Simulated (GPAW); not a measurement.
# zigzag Pt chain, bond 2.521 A: a list in the functional, part 2 of 2

Aim: see how far moments and order energies of zigzag Pt chain, bond 2.521 A move with the functional, and what each set costs.

GPAW 26.7.0; several functionals; plane waves with GPAW's PAW setups, scalar-relativistic.

So far, largest spin moment in the augmentation sphere (μB): step 2 (rung 1 (LDA), start ferro ++) 0.335; step 4 (revPBE) 0.372; step 6 (PBE) 0.374; step 8 (RPBE) 0.373.

## 9. Set 4 (RPBE), start antiferro +-

Level of this step: RPBE; plane waves with GPAW's PAW setups, scalar-relativistic (GPAW).

The input, order2.py:

```python
import json
import numpy as np
from ase import Atoms
from ase.parallel import paropen, parprint
from gpaw import GPAW

atoms = Atoms(['Pt', 'Pt'],
    cell=[[12.0, 0.0, 0.0],
         [0.0, 12.0, 0.0],
         [0.0, 0.0, 3.0252]],
    scaled_positions=[[0.41596667, 0.5, 0.0],
         [0.58403333, 0.5, 0.5]],
    pbc=True,
    magmoms=[0.6, -0.6])
atoms.calc = GPAW(mode={'name': 'pw', 'ecut': 550},
    xc='RPBE',
    kpts={'size': (1, 1, 10), 'gamma': True},
    occupations={'name': 'fermi-dirac', 'width': 0.05},
    convergence={'density': 1e-05, 'energy': 1e-05},
    maxiter=200,
    symmetry={'tolerance': 1e-4},
    txt='order2.txt')
e = atoms.get_potential_energy(force_consistent=True)
res = {'free_energy': e, 'energy_sigma0': atoms.get_potential_energy(), 'fermi_energy': atoms.calc.get_fermi_level()}
res['moments'] = atoms.get_magnetic_moments().tolist()
res['total'] = atoms.get_magnetic_moment()
parprint('site moments (muB):', np.round(res['moments'], 3))
parprint(f"total moment: {res['total']:.3f} muB")
parprint(f'free energy: {e:.6f} eV')
atoms.calc.write('order2.gpw')
with paropen('results.json', 'w') as f:
    json.dump(res, f)
```

On the command line:

```console
> OMP_NUM_THREADS=1 python3 order2.py > order2.log
```

Log:

```text
site moments (muB): [ 0. -0.]
total moment: 0.000 muB
free energy: -7.556873 eV

--- order2.txt ---
Input parameters:
  mode=PW(ecut=550),
  convergence={'density': 1e-05, 'energy': 1e-05},
  kpts=MonkhorstPack(size=(1, 1, 10), gamma=True),
  maxiter=200,
  occupations=Occupations(name='fermi-dirac', width=0.05),
  symmetry=Symmetry(tolerance=0.0001),
  xc=XC(name='RPBE')

Diagonalizing LCAO Hamiltonian
[...]
|          9 |        -6.381 |     1.000 |        -6.381 |     1.000 |
|         10 |        -5.451 |     1.000 |        -5.451 |     1.000 |
[...]
|         20 |         1.113 |     0.000 |         1.113 |     0.000 |
|         21 |         1.285 |     0.000 |         1.285 |     0.000 |
|         22 |         1.751 |     0.000 |         1.751 |     0.000 |
|         23 |         1.832 |     0.000 |         1.832 |     0.000 |

No gap
No difference between direct/indirect transitions


[key lines of the parts left out:]
Free energy:      -7.556873
Converged in 16 steps
dipole moment: (0.000004, 0.000004, -10.176161)  # |e|*Ang
Fermi level: -4.057
```

Wall time 3 min (1 MPI rank of Arm Neoverse N1, shared host); peak memory 0.43 GiB.

Read from the output:

* final state: non-magnetic

This start lies +6.4 meV a seeded atom from the first, a change of +0.2 meV since set 3; its moments have collapsed.

## 10. Set 5 (TPSS), start ferro ++

The input, order1.py:

```python
import json
import numpy as np
from ase import Atoms
from ase.parallel import paropen, parprint
from gpaw import GPAW

atoms = Atoms(['Pt', 'Pt'],
    cell=[[12.0, 0.0, 0.0],
         [0.0, 12.0, 0.0],
         [0.0, 0.0, 3.0252]],
    scaled_positions=[[0.41596667, 0.5, 0.0],
         [0.58403333, 0.5, 0.5]],
    pbc=True,
    magmoms=[0.6, 0.6])
atoms.calc = GPAW(mode={'name': 'pw', 'ecut': 550},
    xc='TPSS',
    kpts={'size': (1, 1, 10), 'gamma': True},
    occupations={'name': 'fermi-dirac', 'width': 0.05},
    convergence={'density': 1e-05, 'energy': 1e-05},
    maxiter=200,
    eigensolver='davidson',
    symmetry={'tolerance': 1e-4},
    txt='order1.txt')
e = atoms.get_potential_energy(force_consistent=True)
res = {'free_energy': e, 'energy_sigma0': atoms.get_potential_energy(), 'fermi_energy': atoms.calc.get_fermi_level()}
res['moments'] = atoms.get_magnetic_moments().tolist()
res['total'] = atoms.get_magnetic_moment()
parprint('site moments (muB):', np.round(res['moments'], 3))
parprint(f"total moment: {res['total']:.3f} muB")
parprint(f'free energy: {e:.6f} eV')
atoms.calc.write('order1.gpw')
with paropen('results.json', 'w') as f:
    json.dump(res, f)
```

On the command line:

```console
> OMP_NUM_THREADS=1 python3 order1.py > order1.log
```

Log:

```text
site moments (muB): [0.37 0.37]
total moment: 0.781 muB
free energy: 14.836297 eV

--- order1.txt ---
Input parameters:
  mode=PW(ecut=550),
  convergence={'density': 1e-05, 'energy': 1e-05},
  eigensolver=Davidson(niter=2),
  kpts=MonkhorstPack(size=(1, 1, 10), gamma=True),
  maxiter=200,
  occupations=Occupations(name='fermi-dirac', width=0.05),
  symmetry=Symmetry(tolerance=0.0001),
  xc=XC(name='TPSS')

[...]
|         10 |        -5.647 |     1.000 |        -5.503 |     1.000 |
|         11 |        -5.398 |     1.000 |        -5.172 |     1.000 |
[...]
|         20 |         1.167 |     0.000 |         1.189 |     0.000 |
|         21 |         1.434 |     0.000 |         1.476 |     0.000 |
|         22 |         1.791 |     0.000 |         1.844 |     0.000 |
|         23 |         1.967 |     0.000 |         1.960 |     0.000 |

No gap
No difference between direct/indirect transitions


[key lines of the parts left out:]
Free energy:      14.836297
Converged in 44 steps
dipole moment: (-0.000003, 0.000004, -10.201986)  # |e|*Ang
Fermi level: -4.058
```

It took 22 min on 1 MPI rank; peak memory 0.58 GiB.

Read from the output:

```
magnetization  : 0.7813 μB
final state    : ferromagnetic
largest moment : 0.3697 μB
```

The largest moment is that of set 4, at 7.1 times its CPU time.

## 11. Set 5 (TPSS), start antiferro +-

order2.py is the script of step 9 with these lines changed:

```diff
@@ -15,3 +15,3 @@
 atoms.calc = GPAW(mode={'name': 'pw', 'ecut': 550},
-    xc='RPBE',
+    xc='TPSS',
     kpts={'size': (1, 1, 10), 'gamma': True},
@@ -20,2 +20,3 @@
     maxiter=200,
+    eigensolver='davidson',
     symmetry={'tolerance': 1e-4},
```

On the command line:

```console
> OMP_NUM_THREADS=1 python3 order2.py > order2.log
```

Log:

```text
Input parameters:
  mode=PW(ecut=550),
  convergence={'density': 1e-05, 'energy': 1e-05},
  eigensolver=Davidson(niter=2),
  kpts=MonkhorstPack(size=(1, 1, 10), gamma=True),
  maxiter=200,
  occupations=Occupations(name='fermi-dirac', width=0.05),
  symmetry=Symmetry(tolerance=0.0001),
  xc=XC(name='TPSS')

Diagonalizing LCAO Hamiltonian
Converting LCAO to pw mode
        .----------------------------.
       /|                            |
      / |                            |
     /  |                            |
    /   .----------------------------.
[...]
|iter:   4|      91s | 1420.294332 | +5.72 | -0.47 |  -1.0317|
|iter:   5|     121s | 1815.010070 | +5.07 | -0.54 |  -1.8790|
|iter:   6|     152s | 1939.096229 | +5.05 | -0.64 |  -2.6430|
|iter:   7|     182s | 2087.404968 | +4.66 | -0.74 |  -3.0785|
[...]
[... 78 iterations left out ...]
[...]
|iter:  92|    2747s |-6197.853487 | +5.66 | -0.80 |  +0.0730|
[...]
|iter:  95|    2838s | 2253.246940 | +2.08 | -1.53 |  +0.0732|
|iter:  96|    2868s | 2253.397469 | +2.05 | -1.65 |  +0.0816|
|iter:  97|    2899s | 2253.878116 | +2.13 | -1.67 |  +0.0483|
|iter:  98|    2929s | 2196.664657 | +4.47 | -1.78 |  +0.0175|
```

Elapsed: 50 min, on 1 MPI rank; peak memory 0.59 GiB.

The run was cut off at its time limit.

The energy still jumps by eV from cycle to cycle: the cycles are not settling, and other mixing or another start is needed.

## 12. The sets together

List, by row:

| set | functional | state from the first start | state from the second start | second less first (meV a seeded atom) | moment, first (μB) | moment, second (μB) | CPU time (s) |
| --- | --- | --- | --- | --- | --- | --- | --- |
| 1 | LDA | ferromagnetic | non-magnetic | 2.704 | 0.3349 | 0 | 350.7 |
| 2 | revPBE | ferromagnetic | non-magnetic | 6.235 | 0.3715 | 0 | 373.8 |
| 3 | PBE | ferromagnetic | non-magnetic | 6.141 | 0.374 | 0 | 363.5 |
| 4 | RPBE | ferromagnetic | non-magnetic | 6.369 | 0.3726 | 0 | 366.4 |

## 13. Summary of results

* range of the moment in the table, first start: 0.335 to 0.374 μB
* range of CPU time: 5.8 min to 6.2 min
* range of the energy difference: 2.70 to 6.37 meV a seeded atom

In words: For the first start the functionals give moments from 0.335 to 0.374 μB and energy differences from 2.70 to 6.37 meV a seeded atom; all use the same cell, so differences in their own lattice constants don't enter. The first start ends lower on every set of the table. The second start loses its moments on every set, so the difference is that between moments and none. Set 5 gave no pair of finished runs and is missing from the table.

[Logs and program files are shortened in this print: banners, set-up blocks, solver, clock and traceback lines can be left out without a mark of their own.]

[Logs are printed without paths, hosts, clocks, repeated set-up lines and the standing remarks that a program may print on its own settings, such as how far it seeks lower states.]

[Hosts, paths, dates, database ids (printed as entryN), source tags and the programs' standing remarks are cut or masked in the printed files.]

[Where a cell is said to come from a database of computed structures, the database is the Materials Project.]
